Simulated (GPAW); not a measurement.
# Magnetic state of Co2 on Re4 0001 from several starts

Aim: find out whether Co2 on Re4 0001 carries moments, and which collinear order costs least.

Program: GPAW 26.7.0. Level of theory: PBE; plane waves with GPAW's PAW setups, scalar-relativistic. Results are calculated unless marked as measured.

## Step 1: The starting structure

The cell holds 6 atoms: 4 Re and 2 Co. Its edges and angles: a = 2.761 Å, b = 2.761 Å, c = 22.315 Å, α = 90.0°, β = 90.0°, γ = 120.0°. ideal sites on the substrate's mesh, layer spacings from atomic volumes, unrelaxed, 12 A of vacuum. Vacuum lies along c.

## Step 2: Run 1 (ferro ++)

Parallel moments need no larger cell; this start tests for a ferromagnetic state only.

Input file order1.py:

```python
import json
import numpy as np
from ase import Atoms
from ase.parallel import paropen, parprint
from gpaw import GPAW

atoms = Atoms(['Re', 'Re', 'Re', 'Re', 'Co', 'Co'],
    cell=[[2.761, 0.0, 0.0],
         [-1.3805, 2.391096, 0.0],
         [0.0, 0.0, 22.315343]],
    scaled_positions=[[0.0, 0.0, 0.268873],
         [0.333333, 0.666667, 0.368655],
         [0.0, 0.0, 0.468436],
         [0.333333, 0.666667, 0.568218],
         [0.0, 0.0, 0.655781],
         [0.333333, 0.666667, 0.731127]],
    pbc=True,
    magmoms=[0.0, 0.0, 0.0, 0.0, 1.8, 1.8])
atoms.calc = GPAW(mode={'name': 'pw', 'ecut': 450},
    xc='PBE',
    kpts={'size': (18, 18, 1), 'gamma': True},
    occupations={'name': 'fermi-dirac', 'width': 0.05},
    convergence={'density': 1e-05, 'energy': 1e-05},
    maxiter=200,
    mixer={'name': 'pulay', 'beta': 0.03, 'nmaxold': 8, 'weight': 100},
    symmetry={'tolerance': 1e-4},
    txt='order1.txt')
e = atoms.get_potential_energy(force_consistent=True)
res = {'free_energy': e, 'energy_sigma0': atoms.get_potential_energy(), 'fermi_energy': atoms.calc.get_fermi_level()}
res['moments'] = atoms.get_magnetic_moments().tolist()
res['total'] = atoms.get_magnetic_moment()
parprint('site moments (muB):', np.round(res['moments'], 3))
parprint(f"total moment: {res['total']:.3f} muB")
parprint(f'free energy: {e:.6f} eV')
atoms.calc.write('order1.gpw')
with paropen('results.json', 'w') as f:
    json.dump(res, f)
```

Command:

```bash
$ OMP_NUM_THREADS=1 mpirun -n 4 gpaw python order1.py > order1.log
```

Numbers of over 12 decimals in the logs are rounded to 6 here.

The log of the run:

```text
site moments (muB): [ 0.051  0.004  0.042 -0.058  1.353  1.866]
total moment: 3.222 muB
free energy: -60.151724 eV

--- order1.txt ---
Input parameters:
  mode=PW(ecut=450),
  convergence={'density': 1e-05, 'energy': 1e-05},
  kpts=MonkhorstPack(size=(18, 18, 1), gamma=True),
  maxiter=200,
  mixer=Pulay(name='pulay', nmaxold=8, beta=0.03, weight=100, sigma=0.015, g_ss=None),
  occupations=Occupations(name='fermi-dirac', width=0.05),
  symmetry=Symmetry(tolerance=0.0001),
  xc=XC(name='PBE')

Diagonalizing LCAO Hamiltonian
Converting LCAO to pw mode

        Co

       Co
        Re

       Re

        Re

       Re

Atoms  # Å, Bohr magnetons
|   | symbol |         x |        y |         z |    initial magnetic moments |
|---|--------|-----------|----------|-----------|-----------------------------|
| 0 |     Re |  0.000000 | 0.000000 |  5.999993 | ( 0.0000,  0.0000,  0.0000) |
| 1 |     Re | -0.000001 | 1.594065 |  8.226663 | ( 0.0000,  0.0000,  0.0000) |
| 2 |     Re |  0.000000 | 0.000000 | 10.453310 | ( 0.0000,  0.0000,  0.0000) |
| 3 |     Re | -0.000001 | 1.594065 | 12.679980 | ( 0.0000,  0.0000,  0.0000) |
| 4 |     Co |  0.000000 | 0.000000 | 14.633978 | ( 0.0000,  0.0000,  1.8000) |
| 5 |     Co | -0.000001 | 1.594065 | 16.315350 | ( 0.0000,  0.0000,  1.8000) |

Unit cell  # Å
| periodic |         x |        y |         z |   lengths |     angles |
|----------|-----------|----------|-----------|-----------|------------|
|      yes |  2.761000 | 0.000000 |  0.000000 |  2.761000 |  90.000000 |
|      yes | -1.380500 | 2.391096 |  0.000000 |  2.761000 |  90.000000 |
|      yes |  0.000000 | 0.000000 | 22.315343 | 22.315343 | 120.000001 |

Number of symmetries: 6

BZ-sampling:
  Number of BZ points: 324
  Number of IBZ points: 37

  Monkhorst-Pack size: [18, 18, 1]
  Monkhorst-Pack shift: [0.027778, 0.027778, 0.0]

K-points  # in reciprocal-cell coordinates
|     |                                coordinates |     weight |
|-----|--------------------------------------------|------------|
|   0 | ( -0.00000000,  -0.00000000,   0.00000000) | 0.00308642 |
|   1 | (  0.05555556,  -0.00000000,   0.00000000) | 0.01851852 |
|   2 | (  0.11111111,  -0.05555556,   0.00000000) | 0.01851852 |
|   3 | (  0.11111111,  -0.00000000,   0.00000000) | 0.01851852 |
|   4 | (  0.16666667,  -0.05555556,   0.00000000) | 0.03703704 |
|   5 | (  0.16666667,  -0.00000000,   0.00000000) | 0.01851852 |
|   6 | (  0.22222222,  -0.11111111,   0.00000000) | 0.01851852 |
|   7 | (  0.22222222,  -0.05555556,   0.00000000) | 0.03703704 |
|   8 | (  0.22222222,  -0.00000000,   0.00000000) | 0.01851852 |
|   9 | (  0.27777778,  -0.11111111,   0.00000000) | 0.03703704 |
| ... |                                            |            |
|  36 | (  0.50000000,   0.50000000,   0.00000000) | 0.00925926 |

Plane wave coefficients: 3210
Cutoff: 450.000000 eV

Spin-components: 2 (collinear spins)
Bands:           49
Projectors:      36
Spin-degeneracy: 1
Datatype:        complex128

Parallelization:
  kpt:    4
  domain: 1
  band:   1

Density:
  Valence electrons: 70.0
  Components: 2
  Grid points: [ 14  14 112]
  Charge: 0.0  # |e|

Potential:
  Grid points: [ 14  14 112]

species:
  Re:
    name:    Rhenium
    Z:       75.0
    valence: 13
    core:    62
    charge:  0.0  # [|e|]
    compensation charges:
      type: gauss
      rc: 0.42  # [Å]
      lmax: 2
    cutoffs:
      filter: 2.40  # [Å]
      core: 2.76  # [Å]
    projectors
    | kind |    occ | energy [eV] | rcut [Å] |
    |------|--------|-------------|----------|
    |   6s |  2.000 |      -5.924 |    1.376 |
    |   5p |  6.000 |     -47.045 |    1.376 |
    |   6p |  0.000 |      -1.325 |    1.376 |
    |   5d |  5.000 |      -5.383 |    1.307 |
    |    s |        |      21.287 |    1.376 |
    |    d |        |      21.828 |    1.307 |

    Using partial waves for Re as LCAO basis

  Co:
    name:    Cobalt
    Z:       27.0
    valence: 9
    core:    18
    charge:  0.0  # [|e|]
    compensation charges:
      type: gauss
      rc: 0.32  # [Å]
      lmax: 2
    cutoffs:
      filter: 1.87  # [Å]
      core: 2.55  # [Å]
    projectors
    | kind |    occ | energy [eV] | rcut [Å] |
    |------|--------|-------------|----------|
    |   4s |  2.000 |      -5.469 |    1.005 |
    |   4p |  0.000 |      -1.277 |    1.058 |
    |   3d |  7.000 |      -8.205 |    1.005 |
    |    s |        |      21.742 |    1.005 |
    |    p |        |      25.934 |    1.058 |
    |    d |        |      19.007 |    1.005 |

    Using partial waves for Co as LCAO basis

Reference energy: -1890555.641874  # eV

eigensolver:
  PPCG
  Converge bands: occupied
  niter=2

density mixing:
  Pulay-Mixer
  Linear mixing parameters: 0.03
  Old densities: 8
  Fourier metric: weight=100, sigma=0.015

occupation numbers:
  Fermi-Dirac:
    width: 0.0500  # eV

poisson solver:
  ecut: 3600.000000  # eV

xc functional:
  name: PBE with 2 nearest neighbor stencil

convergence criteria:
- Maximum integral of absolute [dens]ity change: 1e-05 electrons / valence electron
- Maximum [total energy] change in last 3 cyles: 1e-05 eV / valence electron
- Maximum integral of absolute [eigenst]ate change: 4e-08 eV^2 / valence electron
maximum number of iterations: 200

SCF iterations
|iter     |      energy | eigst |  dens |  magmom |
|---------|-------------|-------|-------|---------|
|iter:   1|       0s |  -65.652403 | +0.32 |       |  +3.6040|
|iter:   2|       4s | -107.409316 | -0.40 | -0.76 |  +3.5099|
|iter:   3|       9s |  -61.429293 | -0.82 | -0.46 |  +3.5019|
|iter:   4|      13s |  -61.257572 | -2.39 | -1.12 |  +3.4942|
|iter:   5|      17s |  -60.928373 | -2.45 | -1.14 |  +3.4687|
|iter:   6|      22s |  -60.457896 | -1.88 | -1.18 |  +3.4137|
|iter:   7|      26s |  -60.152392 | -1.72 | -1.29 |  +3.3494|
|iter:   8|      30s |  -60.119258 | -2.74 | -1.43 |  +3.3358|
|iter:   9|      35s |  -60.039913 | -2.16 | -1.46 |  +3.2704|
|iter:  10|      39s |  -60.038216 | -2.74 | -1.67 |  +3.2572|
[... 32 iterations left out ...]
|iter:  43|     172s |  -60.122706c| -7.93c| -4.58 |  +3.2217|
|iter:  44|     174s |  -60.122706c| -8.08c| -4.62 |  +3.2217|
|iter:  45|     176s |  -60.122706c| -7.88c| -4.66 |  +3.2217|
|iter:  46|     178s |  -60.122706c| -8.26c| -4.76 |  +3.2217|
|iter:  47|     180s |  -60.122707c| -8.56c| -4.78 |  +3.2217|
|iter:  48|     182s |  -60.122707c| -8.67c| -4.80 |  +3.2218|
|iter:  49|     184s |  -60.122707c| -8.71c| -4.82 |  +3.2218|
|iter:  50|     186s |  -60.122707c| -8.48c| -4.85 |  +3.2220|
|iter:  51|     188s |  -60.122707c| -8.67c| -4.96 |  +3.2220|
|iter:  52|     190s |  -60.122708c| -8.58c| -5.05c|  +3.2222|

Converged in 52 steps
Energy contributions relative to reference atoms: (reference = -1890555.641874)

Energy contributions:
  Kinetic:          24.311407
  Coulomb:         -28.694573
  Zero:              0.665820
  External:          0.000000
  Xc:              -56.376345
  Entropy:          -0.058033
  Spinorbit:         0.000000
  ----------------------------
  Free energy:     -60.151724
  Extrapolated:    -60.122708

dipole moment: (-22.712559, -17.458246, 0.058426)  # |e|*Ang

Total magnetic moment: (0.000000, 0.000000, 3.222153)

Local magnetic moments
|        x |        y |         z |
|----------|----------|-----------|
| 0.000000 | 0.000000 |  0.050806 |  # Re   0
| 0.000000 | 0.000000 |  0.003838 |  # Re   1
| 0.000000 | 0.000000 |  0.041509 |  # Re   2
| 0.000000 | 0.000000 | -0.057749 |  # Re   3
| 0.000000 | 0.000000 |  1.353155 |  # Co   4
| 0.000000 | 0.000000 |  1.866397 |  # Co   5

Fermi level: 5.279
Eigenvalues  # (at kpt = [-0.000, -0.000, 0.000])
| band index |      eig [eV] | occ [0-1] |      eig [eV] | occ [0-1] |
|------------|---------------|-----------|---------------|-----------|
|          0 |       -37.055 |     1.000 |       -37.043 |     1.000 |
|        ... |               |           |               |           |
|         30 |         3.789 |     1.000 |         4.251 |     1.000 |
|         31 |         3.789 |     1.000 |         4.434 |     1.000 |
|         32 |         3.949 |     1.000 |         4.434 |     1.000 |
|         33 |         3.949 |     1.000 |         4.496 |     1.000 |
|         34 |         4.052 |     1.000 |         5.168 |     0.901 |
|         35 |         4.350 |     1.000 |         5.244 |     0.668 |
|         36 |         4.350 |     1.000 |         5.244 |     0.668 |
|         37 |         4.705 |     1.000 |         5.497 |     0.013 |
|         38 |         4.705 |     1.000 |         5.982 |     0.000 |
|         39 |         5.444 |     0.036 |         5.982 |     0.000 |
|         40 |         6.069 |     0.000 |         6.269 |     0.000 |
|         41 |         6.069 |     0.000 |         6.269 |     0.000 |
|         42 |         6.634 |     0.000 |         6.781 |     0.000 |
|         43 |         7.161 |     0.000 |         7.248 |     0.000 |
|         44 |         7.161 |     0.000 |         7.248 |     0.000 |
|         45 |         8.107 |     0.000 |         8.153 |     0.000 |
|        ... |               |           |               |           |
|         48 |         8.547 |     0.000 |         8.577 |     0.000 |

No gap
No difference between direct/indirect transitions
```

It took 3.3 min on 4 MPI ranks of Arm Neoverse V2, shared host; peak memory 1 GiB.

Spin moment in the augmentation sphere by atom:

```tsv
atom	spin moment in the augmentation sphere (μB)
Re1	0.05
Re2	0.00
Re3	0.04
Re4	-0.06
Co5	1.35
Co6	1.87
```

This step gave:

```
magnetization : 3.222 μB
final state   : ferromagnetic
```

After 52 cycles the largest moment stands at 1.87 μB.

## Step 3: Start 2: antiferro +-

An opposed order shows whether the pairs that it reverses prefer unlike signs.

order2.py is the script of step 2 with these lines changed:

```diff
@@ -17,3 +17,3 @@
     pbc=True,
-    magmoms=[0.0, 0.0, 0.0, 0.0, 1.8, 1.8])
+    magmoms=[0.0, 0.0, 0.0, 0.0, 1.8, -1.8])
 atoms.calc = GPAW(mode={'name': 'pw', 'ecut': 450},
@@ -26,3 +26,3 @@
     symmetry={'tolerance': 1e-4},
-    txt='order1.txt')
+    txt='order2.txt')
 e = atoms.get_potential_energy(force_consistent=True)
@@ -34,3 +34,3 @@
 parprint(f'free energy: {e:.6f} eV')
-atoms.calc.write('order1.gpw')
+atoms.calc.write('order2.gpw')
 with paropen('results.json', 'w') as f:
```

Command:

```bash
$ OMP_NUM_THREADS=1 mpirun -n 4 gpaw python order2.py > order2.log
```

The log of the run:

```text
site moments (muB): [-0.051 -0.004 -0.041  0.058 -1.353 -1.866]
total moment: -3.222 muB
free energy: -60.151724 eV

--- order2.txt ---
Input parameters:
  mode=PW(ecut=450),
  convergence={'density': 1e-05, 'energy': 1e-05},
  kpts=MonkhorstPack(size=(18, 18, 1), gamma=True),
  maxiter=200,
  mixer=Pulay(name='pulay', nmaxold=8, beta=0.03, weight=100, sigma=0.015, g_ss=None),
  occupations=Occupations(name='fermi-dirac', width=0.05),
  symmetry=Symmetry(tolerance=0.0001),
  xc=XC(name='PBE')

Diagonalizing LCAO Hamiltonian
Converting LCAO to pw mode

        Co

       Co
        Re

       Re

        Re

       Re

Atoms  # Å, Bohr magnetons
|   | symbol |         x |        y |         z |    initial magnetic moments |
|---|--------|-----------|----------|-----------|-----------------------------|
| 0 |     Re |  0.000000 | 0.000000 |  5.999993 | ( 0.0000,  0.0000,  0.0000) |
| 1 |     Re | -0.000001 | 1.594065 |  8.226663 | ( 0.0000,  0.0000,  0.0000) |
| 2 |     Re |  0.000000 | 0.000000 | 10.453310 | ( 0.0000,  0.0000,  0.0000) |
| 3 |     Re | -0.000001 | 1.594065 | 12.679980 | ( 0.0000,  0.0000,  0.0000) |
| 4 |     Co |  0.000000 | 0.000000 | 14.633978 | ( 0.0000,  0.0000,  1.8000) |
| 5 |     Co | -0.000001 | 1.594065 | 16.315350 | ( 0.0000,  0.0000, -1.8000) |

Unit cell  # Å
| periodic |         x |        y |         z |   lengths |     angles |
|----------|-----------|----------|-----------|-----------|------------|
|      yes |  2.761000 | 0.000000 |  0.000000 |  2.761000 |  90.000000 |
|      yes | -1.380500 | 2.391096 |  0.000000 |  2.761000 |  90.000000 |
|      yes |  0.000000 | 0.000000 | 22.315343 | 22.315343 | 120.000001 |

Number of symmetries: 6

BZ-sampling:
  Number of BZ points: 324
  Number of IBZ points: 37

  Monkhorst-Pack size: [18, 18, 1]
  Monkhorst-Pack shift: [0.027778, 0.027778, 0.0]

Plane wave coefficients: 3210
Cutoff: 450.000000 eV

Spin-components: 2 (collinear spins)
Bands:           46
Projectors:      36
Spin-degeneracy: 1
Datatype:        complex128

Parallelization:
  kpt:    4
  domain: 1
  band:   1

Density:
  Valence electrons: 70.0
  Components: 2
  Grid points: [ 14  14 112]
  Charge: 0.0  # |e|

Potential:
  Grid points: [ 14  14 112]

[... setups left out ...]
Reference energy: -1890555.641874  # eV

eigensolver:
  PPCG
  Converge bands: occupied
  niter=2

density mixing:
  Pulay-Mixer
  Linear mixing parameters: 0.03
  Old densities: 8
  Fourier metric: weight=100, sigma=0.015

occupation numbers:
  Fermi-Dirac:
    width: 0.0500  # eV

poisson solver:
  ecut: 3600.000000  # eV

xc functional:
  name: PBE with 2 nearest neighbor stencil

convergence criteria:
- Maximum integral of absolute [dens]ity change: 1e-05 electrons / valence electron
- Maximum [total energy] change in last 3 cyles: 1e-05 eV / valence electron
- Maximum integral of absolute [eigenst]ate change: 4e-08 eV^2 / valence electron
maximum number of iterations: 200

SCF iterations
|iter     |      energy | eigst |  dens |  magmom |
|---------|-------------|-------|-------|---------|
|iter:   1|       0s |  -65.718890 | +0.33 |       |  -0.0000|
|iter:   2|       4s | -107.624319 | +0.20 | -0.77 |  +0.0022|
|iter:   3|       8s |  -60.972862 | -0.49 | -0.48 |  +0.0096|
|iter:   4|      12s |  -60.763800 | -1.81 | -1.11 |  +0.0056|
|iter:   5|      16s |  -60.437857 | -2.06 | -1.13 |  -0.0131|
|iter:   6|      20s |  -60.166070 | -1.82 | -1.16 |  -0.0293|
|iter:   7|      24s |  -59.814121 | -1.61 | -1.23 |  -0.0786|
|iter:   8|      28s |  -59.735959 | -2.34 | -1.36 |  -0.1023|
|iter:   9|      32s |  -59.630725 | -2.23 | -1.41 |  -0.2049|
|iter:  10|      37s |  -59.631396 | -2.48 | -1.57 |  -0.2773|
[... 92 iterations left out ...]
|iter: 103|     401s |  -60.122704c| -7.65c| -4.37 |  -3.2216|
|iter: 104|     403s |  -60.122705c| -7.58c| -4.47 |  -3.2220|
|iter: 105|     405s |  -60.122705c| -7.95c| -4.66 |  -3.2221|
|iter: 106|     407s |  -60.122705c| -8.19c| -4.73 |  -3.2222|
|iter: 107|     409s |  -60.122706c| -8.43c| -4.77 |  -3.2222|
|iter: 108|     411s |  -60.122706c| -8.49c| -4.78 |  -3.2222|
|iter: 109|     413s |  -60.122706c| -8.67c| -4.84 |  -3.2222|
|iter: 110|     415s |  -60.122706c| -8.49c| -4.88 |  -3.2223|
|iter: 111|     417s |  -60.122707c| -8.66c| -4.97 |  -3.2223|
|iter: 112|     418s |  -60.122707c| -8.79c| -5.03c|  -3.2223|

Converged in 112 steps
Energy contributions relative to reference atoms: (reference = -1890555.641874)

Energy contributions:
  Kinetic:          24.306678
  Coulomb:         -28.690800
  Zero:              0.666423
  External:          0.000000
  Xc:              -56.375991
  Entropy:          -0.058035
  Spinorbit:         0.000000
  ----------------------------
  Free energy:     -60.151724
  Extrapolated:    -60.122707

dipole moment: (-22.712629, -17.458288, 0.058427)  # |e|*Ang

Total magnetic moment: (0.000000, 0.000000, -3.222271)

Local magnetic moments
|        x |        y |         z |
|----------|----------|-----------|
| 0.000000 | 0.000000 | -0.050719 |  # Re   0
| 0.000000 | 0.000000 | -0.003899 |  # Re   1
| 0.000000 | 0.000000 | -0.041463 |  # Re   2
| 0.000000 | 0.000000 |  0.057542 |  # Re   3
| 0.000000 | 0.000000 | -1.353167 |  # Co   4
| 0.000000 | 0.000000 | -1.866477 |  # Co   5

Fermi level: 5.279
Eigenvalues  # (at kpt = [-0.000, -0.000, 0.000])
| band index |      eig [eV] | occ [0-1] |      eig [eV] | occ [0-1] |
|------------|---------------|-----------|---------------|-----------|
|          0 |       -37.043 |     1.000 |       -37.055 |     1.000 |
|        ... |               |           |               |           |
|         30 |         4.251 |     1.000 |         3.789 |     1.000 |
|         31 |         4.434 |     1.000 |         3.789 |     1.000 |
|         32 |         4.434 |     1.000 |         3.949 |     1.000 |
|         33 |         4.496 |     1.000 |         3.949 |     1.000 |
|         34 |         5.169 |     0.901 |         4.052 |     1.000 |
|         35 |         5.244 |     0.668 |         4.350 |     1.000 |
|         36 |         5.244 |     0.668 |         4.350 |     1.000 |
|         37 |         5.497 |     0.013 |         4.705 |     1.000 |
|         38 |         5.982 |     0.000 |         4.705 |     1.000 |
|         39 |         5.982 |     0.000 |         5.444 |     0.036 |
|         40 |         6.269 |     0.000 |         6.069 |     0.000 |
|         41 |         6.269 |     0.000 |         6.069 |     0.000 |
|         42 |         6.781 |     0.000 |         6.634 |     0.000 |
|         43 |         7.248 |     0.000 |         7.161 |     0.000 |
|         44 |         7.248 |     0.000 |         7.161 |     0.000 |
|         45 |         8.153 |     0.000 |         8.107 |     0.000 |

No gap
No difference between direct/indirect transitions
```

The job ended after 7.1 min (4 MPI ranks; peak memory 1 GiB).

Spin moment in the augmentation sphere by atom:

```tsv
atom	spin moment in the augmentation sphere (μB)
Re1	-0.05
Re2	0.00
Re3	-0.04
Re4	0.06
Co5	-1.35
Co6	-1.87
```

Numbers from this step:

| Property | Result |
| --- | --- |
| magnetization | -3.222 μB |
| final state | ferromagnetic |

On 1 Co atom the moment turned against its typed sign.

It lies level with the first start, and its largest moment is 1.87 μB against 1.87 μB.

## Step 4: Ranking

These are free energies at a smearing of 0.05 eV, so its entropy term is in the differences. They are divided by the number of seeded atoms, so that cells of unlike size compare.

Orders:

```tsv
start	final state	typed order kept	energy over the lowest (meV a seeded atom)	largest site moment (μB)	net moment (μB a primitive cell)	mesh matched	CPU time (s)
ferro ++	ferromagnetic	yes	0	1.866	3.222	yes	798.1
antiferro +-	ferromagnetic	no	0	1.866	3.222	yes	1708
```

## Step 5: Outcome

```yaml
lowest_state_found: ferromagnetic (typed ferro ++)
largest_site_moment: 1.87 μB
```

**Reading.** The lowest state found is ferromagnetic, reached from the start ferro ++, with moments up to 1.87 μB. All starts that keep moments end in one and the same state, so no two orders were compared. 1 start left the typed pattern (a sign turned or a seeded moment died), so such an energy belongs to the state reached, not the one typed. Only 2 starts are shown; other collinear patterns, canted and longer-period orders are not.

[Logs and program files are shortened in this print: banners, set-up blocks, solver, clock and traceback lines can be left out without a mark of their own.]

[Logs are printed without paths, hosts, clocks, repeated set-up lines and the standing remarks that a program may print on its own settings, such as how far it seeks lower states.]

[Hosts, paths, dates, database ids (printed as entryN), source tags and the programs' standing remarks are cut or masked in the printed files.]

[Where a cell is said to come from a database of computed structures, the database is the Materials Project.]
